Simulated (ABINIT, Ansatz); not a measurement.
**MgB2C2 (Pnnm): G0W0 on several meshes in ABINIT**

Aim: the GW shift of MgB2C2 (Pnnm) against the k mesh.

Calculated with ABINIT 10.8.3; PBEsol and many-body steps on it, plane waves.

## 1. Starting point

The structure is orthorhombic, space group Pnnm (No. 58). Conventional cell: a = 4.615 Å, b = 7.179 Å, c = 2.765 Å, α = 90.00°, β = 90.00°, γ = 90.00°. Nearest to Mg lie 6 C at 2.32 to 2.40 Å and 6 B at 2.42 to 2.44 Å. B has 3 C at 1.57 to 1.59 Å and 3 Mg at 2.42 to 2.44 Å nearest. C has 3 B at 1.57 to 1.59 Å and 3 Mg at 2.32 to 2.40 Å nearest. Farther neighbours are not listed.

The cell and positions are those that the Materials Project relaxed with its own functionals (PBE, PBE+U or r2SCAN), kept fixed.

## 2. Empty states on the mesh, 4×2×4 mesh, 254 bands

This step: ABINIT 10.8.3; DFT, PBEsol, plane waves, norm-conserving pseudopotentials.

The sums over transitions need many empty states on a uniform mesh; this step solves for them.

Input file run.abi:

```
acell 3*1.0 Angstrom
rprim 
  4.614773700000 0.000000000000 0.000000000000
  0.000000000000 7.178871410000 0.000000000000
  0.000000000000 0.000000000000 2.765296290000
ntypat 3
znucl 12 5 6
natom 10
typat 1 1 2 2 2 2 3 3 3 3
xred 
  0.500000000000 0.500000000000 0.500000000000
  0.000000000000 0.000000000000 0.000000000000
  0.883450940000 0.729625690000 0.500000000000
  0.116549060000 0.270374310000 0.500000000000
  0.616549060000 0.229625690000 0.000000000000
  0.383450940000 0.770374310000 0.000000000000
  0.785476000000 0.220340420000 0.500000000000
  0.214524000000 0.779659580000 0.500000000000
  0.714524000000 0.720340420000 0.000000000000
  0.285476000000 0.279659580000 0.000000000000
pp_dirpath "pseudos"
pseudos "Mg.upf, B.upf, C.upf"
ecut 38
ngkpt 4 2 4
nshiftk 1
shiftk 0 0 0
kptopt 1
chksymbreak 0
iscf -2
irdden 1
istwfk *1
nband 254
nbdbuf 22
tolwfr 1e-09
nstep 60
prtvol 0
indata_prefix "in"
outdata_prefix "out"
tmpdata_prefix "tmp"
```

Launch:

```sh
> OMP_NUM_THREADS=1 mpirun -n 8 abinit run.abi > log
```

Numbers of over 12 decimals in the logs are rounded to 6 here.

Log:

```text
.Version 10.8.3 of ABINIT. v10.8.2 released Aug 2026.

 Symmetries : space group Pn n m (# 58); Bravais oP (primitive ortho.)
[... echo of the input left out ...]
== DATASET  1 ==================================================================
-   mpi_nproc: 8, omp_nthreads: 1 (-1 if OMP is not activated)

--- !DatasetInfo
iteration_state: {dtset: 1, }
dimensions: {natom: 10, nkpt: 18, mband: 254, nsppol: 1, nspinor: 1, nspden: 1, mpw: 6956, }
cutoff_energies: {ecut:  38.0, pawecutdg:  -1.0, }
[...]
3.48027    3.49232    3.49782    3.50023    3.52705    3.53690    3.55015    3.56277
   3.57247    3.57726    3.57823    3.58772    3.59480    3.61828    3.62294    3.62499
   3.63604    3.64560    3.66024    3.66657    3.69588    3.71016
 prteigrs : prtvol=0 or 1, do not print more k-points.

== END DATASET(S) ==============================================================
================================================================================

 -outvars: echo values of variables after computation  --------
            nband         254
             nkpt          18
          spgroup          58
 [... the other variables as echoed above ...]

 Calculation completed.
```

Wall time 4.2 min (8 MPI ranks of Arm Neoverse V2, shared host); peak memory 1.2 GiB; 33 min of CPU time.

Numbers from this step:

| Quantity | Value |
| --- | --- |
| gap | 1.234 eV |
| k of the valence top | 0, 0, 0 |
| k of the conduction bottom | 0, 0, 0.25 |
| least direct gap | 1.745 eV |
| k points computed | 18 |
| lowest point of the top converged band, above the valence top | 87.7420 eV |

On this mesh the gap is 1.234 eV.

The density comes from a self-consistent run that is not shown.

## 3. Screening, 4×2×4 mesh, 108 bands, screening to 141.5 eV

The RPA dielectric matrix is built and inverted for each q.

This step: RPA screening on PBEsol, plane waves, norm-conserving pseudopotentials.

Edit run.abi of step 2 so:

```diff
@@ -28,10 +28,11 @@
 chksymbreak 0
-iscf -2
-irdden 1
 istwfk *1
-nband 254
-nbdbuf 22
-tolwfr 1e-09
-nstep 60
-prtvol 0
+occopt 1
+irdwfk 1
+optdriver 3
+nband 108
+ecuteps 5.2
+inclvkb 2
+awtr 1
+symchi 1
 indata_prefix "in"
```

Log:

```text
.Version 10.8.3 of ABINIT. v10.8.2 released Aug 2026.

 Symmetries : space group Pn n m (# 58); Bravais oP (primitive ortho.)
[... echo of the input left out ...]
== DATASET  1 ==================================================================
-   mpi_nproc: 8, omp_nthreads: 1 (-1 if OMP is not activated)

--- !DatasetInfo
iteration_state: {dtset: 1, }
dimensions: {natom: 10, nkpt: 18, mband: 108, nsppol: 1, nspinor: 1, nspden: 1, mpw: 6956, }
cutoff_energies: {ecut:  38.0, pawecutdg:  -1.0, }
electrons: {nelect:   4.80000000E+01, charge:   0.00000000E+00, occopt:   1.00000000E+00, tsmear:   1.00000000E-02, }

 SCREENING: Calculation of the susceptibility and dielectric matrices

 Based on a program developped by R.W. Godby, V. Olevano, G. Onida, and L. Reining.
 Incorporated in ABINIT by V. Olevano, G.-M. Rignanese, and M. Torrent.
.Using double precision arithmetic ; gwpc =  8

[... cell and pseudopotentials left out ...]
--------------------------------------------------------------------------------

 ==== K-mesh for the wavefunctions ====
 Number of points in the irreducible wedge :    18
[... list of points left out ...]
 Together with  8 symmetry operations and time-reversal symmetry
 yields    32 points in the full Brillouin Zone.

 ==== Q-mesh for the screening function ====
 Number of points in the irreducible wedge :    18
[... list of points left out ...]
 Together with  8 symmetry operations and time-reversal symmetry
 yields    32 points in the full Brillouin Zone.

 setmesh: FFT mesh size selected  =    36x   54x   20
          total number of points  =        38880

 vcoul_init : cutoff-mode = AUXILIARY_FUNCTION
 q-points for optical limit:   1
     1)      0.000010    0.000020    0.000030

- screening: taking advantage of time-reversal symmetry
- Maximum band index for partially occupied states nbvw = 24
- Remaining bands to be divided among processors   nbcw = 84
- Number of bands treated by each node ~10

 Number of electrons calculated from density =   48.0000; Expected =   48.0000
 average of density, n =  0.077642
 r_s =    1.4541
 omega_plasma =   26.8784 [eV]

 calculating chi0 at frequencies [eV] :
  1    0.000000E+00    0.000000E+00
  2    0.000000E+00    2.687842E+01

--------------------------------------------------------------------------------
  q-point number  1        q = ( 0.000000, 0.000000, 0.000000) [r.l.u.]
--------------------------------------------------------------------------------
[... chi0 elements left out ...]
 For q-point:  0.000010 0.000020 0.000030
  dielectric constant =   8.4023
  dielectric constant without local fields =   8.9650

  Average fulfillment of the sum rule on Im[epsilon] for q-point    1 :     52.89  [%]
[... wings left out ...]
  q-point number  2        q = ( 0.250000, 0.000000, 0.000000) [r.l.u.]
--------------------------------------------------------------------------------
[... chi0 elements left out ...]
  Average fulfillment of the sum rule on Im[epsilon] for q-point    2 :     62.65  [%]

 [... 16 further q-points ...]
```

The job ended after 95 s (8 MPI ranks; peak memory 4.3 GiB).

This step gave:

- ε∞ with local fields, on this mesh, along the program's q direction: 8.402
- the same without local fields: 8.965
- plasma frequency: 26.88 eV
- plane waves in the screening matrix: 353

Local fields lower ε∞ by 6 %. On a Γ-centred mesh this coarse the value itself is usually too large, while a short band sum pulls it down.

## 4. 4×2×4

The self-energy is evaluated for the states that the input lists, and the levels follow from it, in one-shot runs by the linearised quasiparticle equation.

This step: G0W0 on PBEsol, plane waves, norm-conserving pseudopotentials.

Edit run.abi of step 3 so:

```diff
@@ -31,8 +31,17 @@
 irdwfk 1
-optdriver 3
+optdriver 4
 nband 108
+gwcalctyp 0
+ecutsigx 38
+symsigma 1
+nkptgw 2
+kptgw 
+  0.0000000000 0.0000000000 0.0000000000
+  0.0000000000 0.0000000000 0.2500000000
+bdgw 
+  23 26
+  23 26
 ecuteps 5.2
-inclvkb 2
-awtr 1
-symchi 1
+irdscr 1
+ppmodel 1
 indata_prefix "in"
```

Log:

```text
.Version 10.8.3 of ABINIT. v10.8.2 released Aug 2026.

 Symmetries : space group Pn n m (# 58); Bravais oP (primitive ortho.)
[... echo of the input left out ...]
== DATASET  1 ==================================================================
-   mpi_nproc: 8, omp_nthreads: 1 (-1 if OMP is not activated)

--- !DatasetInfo
iteration_state: {dtset: 1, }
dimensions: {natom: 10, nkpt: 18, mband: 108, nsppol: 1, nspinor: 1, nspden: 1, mpw: 6956, }
cutoff_energies: {ecut:  38.0, pawecutdg:  -1.0, }
electrons: {nelect:   4.80000000E+01, charge:   0.00000000E+00, occopt:   1.00000000E+00, tsmear:   1.00000000E-02, }

 SIGMA: Calculation of the GW corrections

 Based on a program developped by R.W. Godby, V. Olevano, G. Onida, and L. Reining.
 Incorporated in ABINIT by V. Olevano, G.-M. Rignanese, and M. Torrent.
.Using double precision arithmetic ; gwpc =  8

[... cell and pseudopotentials left out ...]
--------------------------------------------------------------------------------

 ==== K-mesh for the wavefunctions ====
 Number of points in the irreducible wedge :    18
[... list of points left out ...]
 Together with  8 symmetry operations and time-reversal symmetry
 yields    32 points in the full Brillouin Zone.

 ==== Q-mesh for screening function ====
 Number of points in the irreducible wedge :    18
[... list of points left out ...]
 Together with  8 symmetry operations and time-reversal symmetry
 yields    32 points in the full Brillouin Zone.

 vcoul_init : cutoff-mode = AUXILIARY_FUNCTION
 q-points for optical limit:   1
     1)      0.000010    0.000020    0.000030
 setmesh: FFT mesh size selected  =    54x   80x   30
          total number of points  =       129600

 Number of electrons calculated from density =   48.0000; Expected =   48.0000
 average of density, n =  0.077642
 r_s =    1.4541
 omega_plasma =   26.8784 [eV]

 === KS Band Gaps ===
  >>>> For spin  1
   Minimum direct gap =   1.7446 [eV], located at k-point      :   0.0000  0.0000  0.0000
   Fundamental gap    =   1.2341 [eV], Top of valence bands at :   0.0000  0.0000  0.0000
                                       Bottom of conduction at :   0.0000  0.0000  0.2500
 SIGMA fundamental parameters:
 PLASMON POLE MODEL  1
 number of plane-waves for SigmaX                 6911
 number of plane-waves for SigmaC and W            353
 number of plane-waves for wavefunctions          6911
 number of bands                                   108
 number of independent spin polarizations            1
 number of spinorial components                      1
 number of k-points in IBZ                          18
 number of q-points in IBZ                          18
 number of symmetry operations                       8
 number of k-points in BZ                           32
 number of q-points in BZ                           32
 number of frequencies for dSigma/dE                 9
 frequency step for dSigma/dE [eV]                0.25
 number of omega for Sigma on real axis              0
 max omega for Sigma on real axis  [eV]           0.00
 zcut for avoiding poles [eV]                     0.10

 EPSILON^-1 parameters (SCR file):
 dimension of the eps^-1 matrix on file            353
 dimension of the eps^-1 matrix used               353
 number of plane-waves for wavefunctions          6911
 number of bands                                   108
 number of q-points in IBZ                          18
 number of frequencies                               2
 number of real frequencies                          1
 number of imag frequencies                          1

 matrix elements of self-energy operator (all in [eV])

 Perturbative Calculation

--- !SelfEnergy_ee
iteration_state: {dtset: 1, }
kpoint     : [   0.000,    0.000,    0.000, ]
spin       : 1
KS_gap     :    1.745
QP_gap     :    2.342
Delta_QP_KS:    0.597
data: !SigmaeeData |
     Band     E0 <VxcDFT>   SigX SigC(E0)      Z dSigC/dE  Sig(E)    E-E0       E
       23   5.751 -15.502 -18.586   3.108   0.793  -0.261 -15.483   0.019   5.771
       24   5.991 -15.191 -17.607   2.573   0.795  -0.258 -15.066   0.125   6.116
       25   7.736 -12.767  -9.394  -2.472   0.801  -0.248 -12.045   0.722   8.458
       26   8.420 -10.419  -6.064  -3.672   0.817  -0.224  -9.861   0.558   8.978

--- !SelfEnergy_ee
iteration_state: {dtset: 1, }
kpoint     : [   0.000,    0.000,    0.250, ]
spin       : 1
KS_gap     :    2.156
QP_gap     :    2.738
Delta_QP_KS:    0.583
data: !SigmaeeData |
     Band     E0 <VxcDFT>   SigX SigC(E0)      Z dSigC/dE  Sig(E)    E-E0       E
       23   4.624 -13.522 -15.506   2.069   0.793  -0.261 -13.455   0.068   4.691
       24   5.070 -13.314 -14.947   1.748   0.793  -0.261 -13.222   0.091   5.161
       25   7.225 -11.062  -6.982  -3.243   0.807  -0.240 -10.387   0.674   7.899
       26   9.075 -12.182  -7.240  -3.855   0.795  -0.258 -11.317   0.864   9.940

== END DATASET(S) ==============================================================
================================================================================

 -outvars: echo values of variables after computation  --------
           etotal      0.0000000000E+00
            nband         108
             nkpt          18
          spgroup          58
 [... the other variables as echoed above ...]

 Calculation completed.
```

Run time: 18 s. Hardware: 8 MPI ranks; peak memory 3.1 GiB; 2.3 min of CPU time.

This step gave:

* G0W0 gap on the points computed: 1.783 eV
* starting gap on the mesh: 1.234 eV
* k of the valence top: 0, 0, 0
* k of the conduction bottom: 0, 0, 0.25
* Z at the valence top: 0.795
* Z at the conduction bottom: 0.807
* least direct G0W0 gap on the computed points: 2.342 eV

The gap on the mesh goes from 1.23 eV to 1.78 eV, a correction of +0.55 eV.

## 5. Empty states on the mesh, 2×1×4 mesh, 118 bands

This step: DFT, PBEsol, plane waves, norm-conserving pseudopotentials.

Edit run.abi of step 4 so:

```diff
@@ -23,3 +23,3 @@
 ecut 38
-ngkpt 4 2 4
+ngkpt 2 1 4
 nshiftk 1
@@ -28,20 +28,10 @@
 chksymbreak 0
+iscf -2
+irdden 1
 istwfk *1
-occopt 1
-irdwfk 1
-optdriver 4
-nband 108
-gwcalctyp 0
-ecutsigx 38
-symsigma 1
-nkptgw 2
-kptgw 
-  0.0000000000 0.0000000000 0.0000000000
-  0.0000000000 0.0000000000 0.2500000000
-bdgw 
-  23 26
-  23 26
-ecuteps 5.2
-irdscr 1
-ppmodel 1
+nband 118
+nbdbuf 10
+tolwfr 1e-09
+nstep 60
+prtvol 0
 indata_prefix "in"
```

Log:

```text
.Version 10.8.3 of ABINIT. v10.8.2 released Aug 2026.

 Symmetries : space group Pn n m (# 58); Bravais oP (primitive ortho.)
[... echo of the input left out ...]
== DATASET  1 ==================================================================
-   mpi_nproc: 8, omp_nthreads: 1 (-1 if OMP is not activated)
-    --> not optimal distribution: autoparal keyword recommended in input file <--

--- !DatasetInfo
iteration_state: {dtset: 1, }
dimensions: {natom: 10, nkpt: 6, mband: 118, nsppol: 1, nspinor: 1, nspden: 1, mpw: 6944, }
cutoff_energies: {ecut:  38.0, pawecutdg:  -1.0, }
[...]
1.69066    1.71478    1.71663    1.74120    1.74577    1.74896    1.78776    1.81293
   1.82151    1.84430    1.86571    1.87377    1.88432    1.89240    1.89492    1.94531
   1.96704    1.97168    1.97950    2.00278    2.00683    2.02328
 prteigrs : prtvol=0 or 1, do not print more k-points.

== END DATASET(S) ==============================================================
================================================================================

 -outvars: echo values of variables after computation  --------
            nband         118
             nkpt           6
          spgroup          58
 [... the other variables as echoed above ...]

 Calculation completed.
```

Elapsed: 28 s, on 8 MPI ranks; peak memory 0.67 GiB.

This step gave:

| Property | Result |
| --- | --- |
| gap | 1.234 eV |
| k of the valence top | 0, 0, 0 |
| k of the conduction bottom | 0, 0, 0.25 |
| least direct gap | 1.745 eV |
| k points computed | 6 |
| lowest point of the top converged band, above the valence top | 44.59 eV |

On this mesh the gap is 1.234 eV.

## 6. Screening, 2×1×4 mesh, 108 bands, screening to 141.5 eV

This step: RPA screening on PBEsol, plane waves, norm-conserving pseudopotentials.

Edit run.abi of step 5 so:

```diff
@@ -28,10 +28,11 @@
 chksymbreak 0
-iscf -2
-irdden 1
 istwfk *1
-nband 118
-nbdbuf 10
-tolwfr 1e-09
-nstep 60
-prtvol 0
+occopt 1
+irdwfk 1
+optdriver 3
+nband 108
+ecuteps 5.2
+inclvkb 2
+awtr 1
+symchi 1
 indata_prefix "in"
```

Log:

```text
.Version 10.8.3 of ABINIT. v10.8.2 released Aug 2026.

 Symmetries : space group Pn n m (# 58); Bravais oP (primitive ortho.)
[... echo of the input left out ...]
== DATASET  1 ==================================================================
-   mpi_nproc: 8, omp_nthreads: 1 (-1 if OMP is not activated)

--- !DatasetInfo
iteration_state: {dtset: 1, }
dimensions: {natom: 10, nkpt: 6, mband: 108, nsppol: 1, nspinor: 1, nspden: 1, mpw: 6944, }
cutoff_energies: {ecut:  38.0, pawecutdg:  -1.0, }
electrons: {nelect:   4.80000000E+01, charge:   0.00000000E+00, occopt:   1.00000000E+00, tsmear:   1.00000000E-02, }

 SCREENING: Calculation of the susceptibility and dielectric matrices

 Based on a program developped by R.W. Godby, V. Olevano, G. Onida, and L. Reining.
 Incorporated in ABINIT by V. Olevano, G.-M. Rignanese, and M. Torrent.
.Using double precision arithmetic ; gwpc =  8

[... cell and pseudopotentials left out ...]
--------------------------------------------------------------------------------

 ==== K-mesh for the wavefunctions ====
 Number of points in the irreducible wedge :     6
[... list of points left out ...]
 Together with  8 symmetry operations and time-reversal symmetry
 yields     8 points in the full Brillouin Zone.

 ==== Q-mesh for the screening function ====
 Number of points in the irreducible wedge :     6
[... list of points left out ...]
 Together with  8 symmetry operations and time-reversal symmetry
 yields     8 points in the full Brillouin Zone.

 setmesh: FFT mesh size selected  =    36x   54x   20
          total number of points  =        38880

 vcoul_init : cutoff-mode = AUXILIARY_FUNCTION
 q-points for optical limit:   1
     1)      0.000010    0.000020    0.000030

- screening: taking advantage of time-reversal symmetry
- Maximum band index for partially occupied states nbvw = 24
- Remaining bands to be divided among processors   nbcw = 84
- Number of bands treated by each node ~10

 Number of electrons calculated from density =   48.0000; Expected =   48.0000
 average of density, n =  0.077642
 r_s =    1.4541
 omega_plasma =   26.8784 [eV]

 calculating chi0 at frequencies [eV] :
  1    0.000000E+00    0.000000E+00
  2    0.000000E+00    2.687842E+01

--------------------------------------------------------------------------------
  q-point number  1        q = ( 0.000000, 0.000000, 0.000000) [r.l.u.]
--------------------------------------------------------------------------------
[... chi0 elements left out ...]
 For q-point:  0.000010 0.000020 0.000030
  dielectric constant =   8.7410
  dielectric constant without local fields =   9.3793

  Average fulfillment of the sum rule on Im[epsilon] for q-point    1 :     53.03  [%]
[... wings left out ...]
  q-point number  2        q = ( 0.500000, 0.000000, 0.000000) [r.l.u.]
--------------------------------------------------------------------------------
[... chi0 elements left out ...]
  Average fulfillment of the sum rule on Im[epsilon] for q-point    2 :     58.30  [%]

 [... 4 further q-points ...]
```

The job ended after 17 s (8 MPI ranks; peak memory 2 GiB; 2.2 min of CPU time).

Numbers from this step:

```
ε∞ with local fields, on this mesh, along the program's q direction : 8.741
the same without local fields                                       : 9.379
plasma frequency                                                    : 26.88 eV
plane waves in the screening matrix                                 : 353
```

(Continued in part 2 of 2.)

[Paths, hosts, dates, memory and timing lines, banners, echoed tables and standing remarks are left out of the program output.]

[Logs are printed without paths, hosts, clocks, repeated set-up lines and the standing remarks that a program may print on its own settings, such as how far it seeks lower states.]

[Runs of the session that timed out or met a known fault of the program may be left out.]

[Hosts, paths, dates, database ids (printed as entryN), source tags and the programs' standing remarks are cut or masked in the printed files.]

[G0W0 gaps are taken among the corrected bands and points alone; a level outside them can change the order at an edge.]

[Where Ansatz stands beside ABINIT at settings called matched, ABINIT's density can come from a denser mesh and the files from another edition; pairs whose starting gaps differed by over 0.03 eV were left out, so agreement reads better than it is.]
